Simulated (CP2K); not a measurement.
Consider fluoroethane at its PBE geometry (Å).

```xyz
8

C     0.7701    0.0956    0.0416
C    -0.7204   -0.1563    0.0062
F    -1.3682    0.8542   -0.7528
H     1.2622   -0.6929    0.6293
H     1.1942    0.0838   -0.9708
H     0.9951    1.0635    0.5074
H    -1.1681   -0.1312    1.0109
H    -0.9650   -1.1167   -0.4717
```

Method: CP2K XAS_TDP, all-electron GAPW, PBEh(45%), aug-cc-pVDZ, TDA, GW2X-corrected core level, no relativity.

Q: Where do the F K-edge lines lie, and how strong are they?

Leading lines: F3 688.70 eV. The leading line of an atom is its first one with 35 % of the strongest within 2.5 eV of its lowest line over the strength cut. Core ionisation energies at this level: F3 691.37 eV.

The first six lines of each atom with a strength over 0.0015:

```csv
atom,energy (eV),states,"strength, one atom",above the computed threshold
F3 (bonded to C),688.70,1,0.0316,
,689.74,1,0.0020,
,690.88,1,0.0040,
,691.87,1,0.0016,yes
,692.06,1,0.0050,yes
,692.44,1,0.0041,yes
```

Lines are vertical, at one geometry, with no vibrational structure. GW2X ionisation energies and lines can be off by 1 to 2 eV either way, and a good line position may hide errors that cancel. These values hold no scalar relativity, about 0.7 eV for F 1s. Rydberg lines, and the discretised continuum above threshold, depend on the basis and the box.

[Banner, clock and machine lines of the logs are left out without a mark of their own.]

[Logs are printed without paths, hosts, clocks, repeated set-up lines and the standing remarks that a program may print on its own settings, such as how far it seeks lower states.]

[Hosts, paths, dates, database ids (printed as entryN), source tags and the programs' standing remarks are cut or masked in the printed files.]
